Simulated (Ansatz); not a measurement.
# Lattice dynamics of KMgF3 (Pm-3m)

Task: relax KMgF3 (Pm-3m), then find its harmonic phonons.

Method: DFT PBEsol, scalar-relativistic, plane waves, PAW; PAW set soft_1, in Ansatz 0.2.0.

### Step 1. The structure

The structure is cubic, space group Pm-3m (No. 221). Conventional cell: a = 3.986 Å, b = 3.986 Å, c = 3.986 Å, α = 90.00°, β = 90.00°, γ = 90.00°. Nearest to K lie 12 F at 2.82 Å. Nearest to Mg lie 6 F at 1.99 Å. Nearest to F lie 2 Mg at 1.99 Å and 4 K at 2.82 Å. Farther neighbours and most contacts between anions are not listed.

### Step 2. Relaxation

The cell and atoms are relaxed, since residual forces and stress would shift the frequencies.

Contents of input.yaml:

```yaml
crystal:
  lattice:
    - [3.9859, 0.0, 0.0]
    - [0.0, 3.9859, 0.0]
    - [0.0, 0.0, 3.9859]
  atoms:
    - { symbol: K, position: [0.5, 0.5, 0.5] }
    - { symbol: Mg, position: [0.0, 0.0, 0.0] }
    - { symbol: F, position: [0.5, 0.0, 0.0] }
    - { symbol: F, position: [0.0, 0.5, 0.0] }
    - { symbol: F, position: [0.0, 0.0, 0.5] }
kpoints:
  mp_grid: { grid: [6, 6, 6] }
hamiltonian:
  xc: pbesol
  pseudopotentials: { kind: paw, azcp: { folder: soft_1 }, xc_functional: pbe }
scf:
  occupations: { method: gaussian, width: 0.02 }
output:
  forces: true
  stress: true
  eigenvalues: true
relax:
  adjacent_minimum: "off"
  f_tol: 0.005
  max_steps: 80
  cell: { stress_tol: 0.05 }
```

Started as:

```
$ ansatz run input.yaml --threads 4 --pin off --max-ram 10240MiB --backend cpu --events-out ev --progress --plain --runs-dir out
```

Numbers of over 12 decimals in the logs are rounded to 6 here.

Log:

```text
Engine: ansatz 0.2.0, aarch64-unknown-linux-gnu
Pseudopotentials: kind: paw
Pseudopotential: K, paw, valence charge 9, recommended cutoff 420 eV (normal), soft_1/K.paw.azcp
Pseudopotential: Mg, paw, valence charge 10, recommended cutoff 420 eV (normal), soft_1/Mg.paw.azcp
Pseudopotential: F, paw, valence charge 7, recommended cutoff 420 eV (normal), soft_1/F.paw.azcp
Functional definition: PBEsol
  exchange = pbesol_x
  correlation = pbesol_c
Crystal: 5 atoms, lattice volume = 63.326 Å³
Basis set: ecut = 420 eV, 1237 PW (Γ), exchange–correlation on 54×54×54 points (8 copies of the dense FFT grid, shifted against one another)
Bands: 25, of which v1, the nominal top of the filled ones, is band 20 counted from 1 (19 counted from 0)
Symmetry: 48 space group operations
Space group: Pm-3m (ITA 221), of the structure as read, at distance tolerance 4.0e-5 Å
k-points: 20 of 216
Non-local potential: K, projectors of the file, l = 0: 3, l = 1: 2, l = 2: 2
Non-local potential: Mg, projectors of the file, l = 0: 3, l = 1: 2, l = 2: 1
Non-local potential: F, projectors of the file, l = 0: 2, l = 1: 2, l = 2: 1
PAW form: soft (Blöchl's): semilocal exchange-correlation on the pseudo side does not see the compensation charge
PAW frozen core: K, regenerated for the run's functional, and the local potential with it (the file was generated under x = pbe(κ = 0.804, μ = 0.219515), c = pbe(β = 0.066725))
PAW frozen core: Mg, regenerated for the run's functional, and the local potential with it (the file was generated under x = pbe(κ = 0.804, μ = 0.219515), c = pbe(β = 0.066725))
PAW frozen core: F, regenerated for the run's functional, and the local potential with it (the file was generated under x = pbe(κ = 0.804, μ = 0.219515), c = pbe(β = 0.066725))
PAW one-centre angular grid: K, 110 points (default); XC on 64 Gauss nodes
PAW one-centre angular grid: Mg, 110 points (default); XC on 64 Gauss nodes
PAW one-centre angular grid: F, 110 points (default); XC on 64 Gauss nodes
Initial density: superposition of atomic densities (chi_scale 0.1, normalization cell, long waves kept (reshape's long-wave potential 0.00 eV rms))
Initial wavefunctions: pseudopotential atomic-orbital guess
Functional: x = pbesol(κ = 0.804, μ = 0.123457), c = pbesol(β = 0.046)
SCF iter   1: F=—  HF=-5841.184753 eV  |F-HF|=—  |Δ(HF+E_count)|=         —  Δρ=1.50e-1  dr2=1.12e1  ethr=3.10e-3  ⟨swp⟩=6.5  Hψ=2607  notcnv=0
preconditioner: auto → Resta (q_TF=auto, 2.527 Å⁻¹)  ε∞=3.7  [insulator: Δε(μ)=4.563 eV  Ē_g=15.674 eV  σ=0.020 eV  W_gap=1.00  n_scr=18 (ndim 8)  ℏωp=25.6 eV  f_vac=0.000  D(μ)=0.00/eV (n_scr^D=0)  ε∞_Penn≈3.7]
SCF iter   2: F=—  HF=-5837.827142 eV  |F-HF|=—  |Δ(HF+E_count)|=    3.36e0  Δρ=4.94e-2  dr2=1.22e0  ethr=3.10e-3  ⟨swp⟩=3.6  Hψ=1214  notcnv=0  defer=20
SCF iter   3: F=—  HF=-5837.576351 eV  |F-HF|=—  |Δ(HF+E_count)|=   2.51e-1  Δρ=2.11e-2  dr2=3.35e-1  ethr=3.04e-3  ⟨swp⟩=2.5  Hψ=843  notcnv=0  defer=20
SCF iter   4: F=—  HF=-5837.497016 eV  |F-HF|=—  |Δ(HF+E_count)|=   7.93e-2  Δρ=4.99e-3  dr2=1.36e-2  ethr=8.37e-4  ⟨swp⟩=3.3  Hψ=955  notcnv=0  defer=21
SCF iter   5: F=—  HF=-5837.499438 eV  |F-HF|=—  |Δ(HF+E_count)|=   2.42e-3  Δρ=1.12e-3  dr2=4.30e-4  ethr=3.41e-5  ⟨swp⟩=3.8  Hψ=1104  notcnv=0  defer=20
SCF iter   6: F=—  HF=-5837.499697 eV  |F-HF|=—  |Δ(HF+E_count)|=   2.59e-4  Δρ=2.36e-4  dr2=2.32e-5  ethr=1.07e-6  ⟨swp⟩=2.0  Hψ=950  notcnv=0  defer=20
SCF iter   7: F=—  HF=-5837.500072 eV  |F-HF|=—  |Δ(HF+E_count)|=   3.75e-4  Δρ=4.92e-5  dr2=5.82e-7  ethr=5.80e-8  ⟨swp⟩=2.0  Hψ=895  notcnv=0  defer=20
SCF iter   8: F=-5837.500073 eV  HF=-5837.500073 eV  |F-HF|=1.25e-8  |Δ(HF+E_count)|=   9.04e-7  Δρ=5.71e-6  dr2=1.90e-8  ethr=2.50e-10  ⟨swp⟩=10.7  Hψ=2573  notcnv=0
SCF 1 converged in 8 iterations: F = -5837.500073 eV  dr2 = 1.90e-8
  greatest PAW one-centre occupation: 1.000 electrons in one spin orbital (limit 2), on the Mg atom at site 1 (counted from 0), in its partial waves of l = 0
relax step   1: F+E_penalty+E_count = -5837.50007263 eV  Δ(F+E_penalty+E_count) = +0.000e0 eV  max|allowed force component| = 1.702e-28 eV/Å  Δτ_max = 0.0000 Å  P = +0.347 GPa  Ω = 63.326 Å³  (8 SCF iters, dr2 threshold 1.00e-7 eV, accepted)
Crystal: 5 atoms, lattice volume = 63.456 Å³
Initial density: handed on by an earlier stage of this run
Initial wavefunctions: those handed on with the density
iter 1 solved again at ethr=3.15e-8 eV; its pass at ethr=3.10e-3 eV (dr2=1.26e-5 eV) is discarded
SCF iter   1: F=—  HF=-5837.499661 eV  |F-HF|=—  |Δ(HF+E_count)|=         —  Δρ=1.40e-4  dr2=1.44e-5  ethr=3.15e-8  ⟨swp⟩=2.0  Hψ=2407  notcnv=0
preconditioner: auto → Resta (q_TF=auto, 2.526 Å⁻¹)  ε∞=2.9  [insulator: Δε(μ)=7.133 eV  Ē_g=19.066 eV  σ=0.020 eV  W_gap=1.00  n_scr=18 (ndim 8)  ℏωp=26.4 eV  f_vac=0.029  D(μ)=0.00/eV (n_scr^D=0)  ε∞_Penn≈2.9]
SCF iter   2: F=—  HF=-5837.500011 eV  |F-HF|=—  |Δ(HF+E_count)|=   3.50e-4  Δρ=8.79e-5  dr2=3.49e-6  ethr=3.15e-8  ⟨swp⟩=2.0  Hψ=876  notcnv=0
SCF iter   3: F=—  HF=-5837.500010 eV  |F-HF|=—  |Δ(HF+E_count)|=   1.05e-6  Δρ=3.15e-5  dr2=7.38e-7  ethr=8.73e-9  ⟨swp⟩=2.6  Hψ=819  notcnv=0
SCF iter   4: F=-5837.500009 eV  HF=-5837.500009 eV  |F-HF|=7.44e-9  |Δ(HF+E_count)|=   2.10e-7  Δρ=8.49e-6  dr2=4.37e-8  ethr=7.52e-10  ⟨swp⟩=5.3  Hψ=2126  notcnv=0
SCF 2 converged in 4 iterations: F = -5837.500009 eV  dr2 = 4.37e-8
relax step   2: F+E_penalty+E_count = -5837.50000943 eV  Δ(F+E_penalty+E_count) = +6.321e-5 eV  max|allowed force component| = 8.507e-30 eV/Å  Δτ_max = 0.0000 Å  P = +0.186 GPa  Ω = 63.456 Å³  energy of the carried Pulay correction = -2.803e-4 eV  (4 SCF iters, dr2 threshold 3.01e-7 eV, accepted)
Crystal: 5 atoms, lattice volume = 63.608 Å³
iter 1 solved again at ethr=4.20e-8 eV; its pass at ethr=3.10e-3 eV (dr2=1.68e-5 eV) is discarded
SCF iter   1: F=—  HF=-5837.499416 eV  |F-HF|=—  |Δ(HF+E_count)|=         —  Δρ=1.59e-4  dr2=1.90e-5  ethr=4.20e-8  ⟨swp⟩=2.0  Hψ=2407  notcnv=0
preconditioner: auto → Resta (q_TF=auto, 2.525 Å⁻¹)  ε∞=2.9  [insulator: Δε(μ)=7.116 eV  Ē_g=19.053 eV  σ=0.020 eV  W_gap=1.00  n_scr=18 (ndim 8)  ℏωp=26.3 eV  f_vac=0.030  D(μ)=0.00/eV (n_scr^D=0)  ε∞_Penn≈2.9]
SCF iter   2: F=—  HF=-5837.499774 eV  |F-HF|=—  |Δ(HF+E_count)|=   3.58e-4  Δρ=1.01e-4  dr2=4.90e-6  ethr=4.20e-8  ⟨swp⟩=2.1  Hψ=872  notcnv=0
SCF iter   3: F=—  HF=-5837.499772 eV  |F-HF|=—  |Δ(HF+E_count)|=   1.38e-6  Δρ=3.74e-5  dr2=1.00e-6  ethr=1.23e-8  ⟨swp⟩=3.0  Hψ=878  notcnv=0
SCF iter   4: F=-5837.499772 eV  HF=-5837.499772 eV  |F-HF|=5.85e-9  |Δ(HF+E_count)|=   2.49e-7  Δρ=9.84e-6  dr2=5.97e-8  ethr=2.16e-10  ⟨swp⟩=3.4  Hψ=2100  notcnv=0
SCF 3 converged in 4 iterations: F = -5837.499772 eV  dr2 = 5.97e-8
relax step   3: F+E_penalty+E_count = -5837.49977220 eV  Δ(F+E_penalty+E_count) = +2.372e-4 eV  max|allowed force component| = 3.208e-30 eV/Å  Δτ_max = 0.0000 Å  P = +0.001 GPa  Ω = 63.608 Å³  energy of the carried Pulay correction = -6.055e-4 eV  (4 SCF iters, dr2 threshold 8.66e-8 eV, accepted)
Initial wavefunctions: pseudopotential atomic-orbital guess (no wavefunctions were taken with the density)
iter 1 solved again at ethr=1.39e-7 eV; its pass at ethr=3.10e-3 eV (dr2=5.55e-5 eV) is discarded
SCF iter   1: F=—  HF=-5837.499967 eV  |F-HF|=—  |Δ(HF+E_count)|=         —  Δρ=4.00e-5  dr2=2.36e-7  ethr=1.39e-7  ⟨swp⟩=3.5  Hψ=3779  notcnv=0
preconditioner: auto → Resta (q_TF=auto, 2.525 Å⁻¹)  ε∞=2.9  [insulator: Δε(μ)=7.113 eV  Ē_g=19.051 eV  σ=0.020 eV  W_gap=1.00  n_scr=18 (ndim 8)  ℏωp=26.3 eV  f_vac=0.030  D(μ)=0.00/eV (n_scr^D=0)  ε∞_Penn≈2.9]
SCF iter   2: F=—  HF=-5837.500331 eV  |F-HF|=—  |Δ(HF+E_count)|=   3.65e-4  Δρ=2.13e-5  dr2=1.14e-7  ethr=5.91e-10  ⟨swp⟩=3.4  Hψ=1203  notcnv=0
SCF iter   3: F=—  HF=-5837.500331 eV  |F-HF|=—  |Δ(HF+E_count)|=  1.22e-10  Δρ=1.27e-5  dr2=2.76e-8  ethr=2.85e-10  ⟨swp⟩=2.9  Hψ=929  notcnv=0
SCF iter   4: F=—  HF=-5837.500331 eV  |F-HF|=—  |Δ(HF+E_count)|=   2.15e-8  Δρ=2.75e-6  dr2=2.23e-9  ethr=6.90e-11  ⟨swp⟩=2.0  Hψ=792  notcnv=0
SCF iter   5: F=—  HF=-5837.500331 eV  |F-HF|=—  |Δ(HF+E_count)|=   1.28e-9  Δρ=1.71e-6  dr2=9.37e-10  ethr=5.57e-12  ⟨swp⟩=2.0  Hψ=900  notcnv=0
SCF iter   6: F=-5837.500331 eV  HF=-5837.500331 eV  |F-HF|=7.28e-12  |Δ(HF+E_count)|=  3.40e-10  Δρ=2.68e-7  dr2=3.54e-11  ethr=1.00e-12  ⟨swp⟩=3.8  Hψ=2143  notcnv=0
SCF 4 converged in 6 iterations: F = -5837.500331 eV  dr2 = 3.54e-11
relax step   4: F+E_penalty+E_count = -5837.50033139 eV  Δ(F+E_penalty+E_count) = -5.592e-4 eV  max|allowed force component| = 8.444e-30 eV/Å  Δτ_max = 0.0000 Å  P = +0.021 GPa  Ω = 63.608 Å³  stress off target by 2.09e-2 GPa  SCF on the basis re-selected at this cell (its energy is not comparable with the rows above)  (6 SCF iters)
basis re-selected at this cell: Δ(F+E_penalty+E_count) = -5.592e-4 eV, ΔP = +0.020 GPa vs the last step (what re-selecting the basis moved, of the pressure what is left beyond the Pulay correction that the steps carried, after the strain that the cell walked since its last selection, with what the two solves' SCF thresholds leave and, on support functions, any second-order correction that the steps lacked; it is no m [...]
SCF converged after 6 iterations
Free energy (F): -5837.500331 eV
Harris-Foulkes:  -5837.500331 eV  (|F-HF|=7.28e-12)
Internal energy: -5837.500331 eV  (E = F + TS)
E sigma→0 (E₀):  -5837.500331 eV
Fermi energy:    6.230686 eV
--- Per-component energies (eV) ---
  E_band       = -503.525285
  E_kinetic    = 922.178533
  E_local      = -3842.481332  (includes V_loc(G=0)·N_el)
  E_nonlocal   = 471.186641
  E_hartree    = 1365.735839
  E_xc         = -390.572548
  E_vxc        = -495.893784  (∫ρ·V_xc dr)
  E_paw        = -1646.243284  (= ΣΔE_a)
  E_vpaw       = -289.989095  (= ΣTr[D̂ρ^β])
  E_aug_tail   = 0.001880  (compensation charges beyond the density's cutoff)
  E_ewald      = -2717.600135
  E_core_change = 0.294076  (= ΣΔE_core)
  E_smearing   = -0.000000  (= −TS)
  E_closure    = 0.000000  (closes the sum)
  Σ components = -5837.500331   (vs F -5837.500331, Δ=0.00e0)
--- Forces (eV/Å), atoms counted from 1 ---
  atom   1  K      0.00000000     0.00000000     0.00000000
  atom   2  Mg     0.00000000     0.00000000    -0.00000000
  atom   3  F     -0.00000000    -0.00000000     0.00000000
  atom   4  F     -0.00000000    -0.00000000     0.00000000
  atom   5  F      0.00000000     0.00000000     0.00000000
  max |Σ_I F_I| component: 1.04e-29 eV/Å
--- Stress (GPa, compression-positive) ---
        0.020945       0.000000       0.000000
        0.000000       0.020945      -0.000000
        0.000000      -0.000000       0.020945
  P = ⅓ Tr σ = 0.0209 GPa (0.209 kbar)
--- Band table (eV; the first three rows and the last of 20) ---
  k-point 0: bands = [... 16 lower, 2.0446, 2.3510, 2.3510, 2.3510, 9.7872, 12.6251, 12.6251, 14.7827, ... 1 higher]
  k-point 1: bands = [... 16 lower, 1.9874, 2.0882, 2.2975, 2.2975, 10.2723, 12.8715, 12.9105, 14.9115, ... 1 higher]
  k-point 2: bands = [... 16 lower, 1.8679, 1.8679, 2.1931, 2.1931, 11.4540, 13.3509, 13.3929, 15.2115, ... 1 higher]
  k-point 19: bands = [... 16 lower, 1.5609, 2.6741, 2.6741, 2.6741, 12.9789, 12.9789, 12.9789, 16.4562, ... 1 higher]
--- Relaxed structure (3 steps of the walk, 3 accepted, 1 SCFs on fresh bases) ---
  F+E_penalty+E_count = -5837.50033139 eV   max|allowed force component| = 8.444e-30 eV/Å   (the final SCF, on the basis selected at the relaxed cell)
  cell:  # Å, volume = 63.6082 Å³
    - [3.991822, 0, 0]
    - [0, 3.991822, 0]
    - [0, 0, 3.991822]
  atoms:
    - { symbol: K, position: [0.5, 0.5, 0.5] }
    - { symbol: Mg, position: [0, 0, 0] }
    - { symbol: F, position: [0.5, 0, 0] }
    - { symbol: F, position: [0, 0.5, 0] }
    - { symbol: F, position: [0, 0, 0.5] }
```

Wall time 3 s (4 threads of Arm Neoverse V1, shared host); peak memory 0.34 GiB.

The steps of the relaxation:

| step | energy less that of the first step (eV) | largest force component (eV/Å) | pressure (GPa) | volume (Å³) |
| --- | --- | --- | --- | --- |
| 1 | 0.0000 | 0.0000 | 0.35 | 63.33 |
| 2 | 0.0001 | 0.0000 | 0.19 | 63.46 |
| 3 | 0.0003 | 0.0000 | 0.00 | 63.61 |
| 4* | -0.0003 | 0.0000 | 0.02 | 63.61 |

Relaxation steps marked * repeat the geometry before them on a plane-wave basis chosen anew for their cell, so energy and pressure can jump there.

Forces are held to the 48 operations that the run works with; a distortion that breaks them can't arise in this run.

| conventional cell, symmetrised | before | after | change |
| --- | --- | --- | --- |
| a (Å) | 3.986 | 3.992 | +0.1 % |
| b (Å) | 3.986 | 3.992 | +0.1 % |
| c (Å) | 3.986 | 3.992 | +0.1 % |
| volume (Å³/atom) | 12.67 | 12.72 | +0.4 % |

The relaxed structure:

```xyz
5
Lattice="3.9918 0.0000 0.0000 0.0000 3.9918 0.0000 0.0000 0.0000 3.9918" Properties=species:S:1:pos:R:3 pbc="T T T"
K     1.9959    1.9959    1.9959
Mg    0.0000    0.0000    0.0000
F     1.9959    0.0000    0.0000
F     0.0000    1.9959    0.0000
F     0.0000    0.0000    1.9959
```

This step gave:

| Property | Result |
| --- | --- |
| pressure | 0.02095 GPa |
| gap on the k-mesh | 7.113 eV |
| volume per atom | 12.72 Å³ |
| direct gap on mesh | 7.436 eV |

In this step the volume went from 12.67 to 12.72 Å³/atom.

### Step 3. Tight relaxation

Phonons need a cell at rest on their own settings, so the relaxation is repeated with tight tolerances on forces and stress on the k mesh and occupations of the first response run.

input.yaml, the sections that differ from step 2:

```yaml
crystal:
  lattice:
    - [3.9918216775, 0.0, 0.0]
    - [0.0, 3.9918216775, 0.0]
    - [0.0, 0.0, 3.9918216775]
  atoms:
    - { symbol: K, position: [0.5, 0.5, 0.5] }
    - { symbol: Mg, position: [0.0, 0.0, 0.0] }
    - { symbol: F, position: [0.5, 0.0, 0.0] }
    - { symbol: F, position: [0.0, 0.5, 0.0] }
    - { symbol: F, position: [0.0, 0.0, 0.5] }
kpoints:
  mp_grid: { grid: [8, 8, 8] }
scf:
  occupations: { method: fixed }
relax:
  adjacent_minimum: "off"
  f_tol: 0.001
  max_steps: 60
  cell: { stress_tol: 0.01 }
# hamiltonian, output: as in step 2
```

Log:

```text
[...]
Crystal: 5 atoms, lattice volume = 63.608 Å³
Basis set: ecut = 420 eV, 1237 PW (Γ), exchange–correlation on 54×54×54 points (8 copies of the dense FFT grid, shifted against one another)
Bands: 25, of which v1, the nominal top of the filled ones, is band 20 counted from 1 (19 counted from 0)
Symmetry: 48 space group operations
[...]
k-points: 35 of 512
[...]
--- Relaxed structure (3 steps of the walk, 3 accepted, 1 SCFs on fresh bases) ---
[...]
cell:  # Å, volume = 63.6260 Å³
    - [3.992194, 0, 0.0]
    - [0, 3.992194, 0.0]
    - [0.0, 0, 3.992194]
  atoms:
    - { symbol: K, position: [0.500000, 0.500000, 0.500000] }
    - { symbol: Mg, position: [0, 0, 0] }
    - { symbol: F, position: [0.500000, 0, 0] }
    - { symbol: F, position: [0, 0.500000, 0] }
    - { symbol: F, position: [0, 0, 0.500000] }
[key lines of the parts left out:]
SCF converged after 7 iterations
Free energy (F): -5837.500407 eV
Fermi energy:    2.671479 eV
P = ⅓ Tr σ = 0.0013 GPa (0.013 kbar)
```

Elapsed: 4.6 s, on 4 threads; peak memory 0.37 GiB; 17 s of CPU time.

Little changed from the start: no atom moved by 0.005 Å and no cell edge by 0.1 %.

Numbers from this step:

| Item | Value |
| --- | --- |
| pressure | 0.001274 GPa |
| gap on the k-mesh | 7.111 eV |
| volume per atom | 12.73 Å³ |
| direct gap on mesh | 7.434 eV |

The forces vanish by symmetry and the pressure is 0.001 GPa, within the tolerances set. The cell now holds 12.73 Å³/atom.

(Continued in part 2 of 3.)

[Logs are printed without paths, hosts, clocks, repeated set-up lines and the standing remarks that a program may print on its own settings, such as how far it seeks lower states.]

[Hosts, paths, dates, database ids (printed as entryN), source tags and the programs' standing remarks are cut or masked in the printed files.]
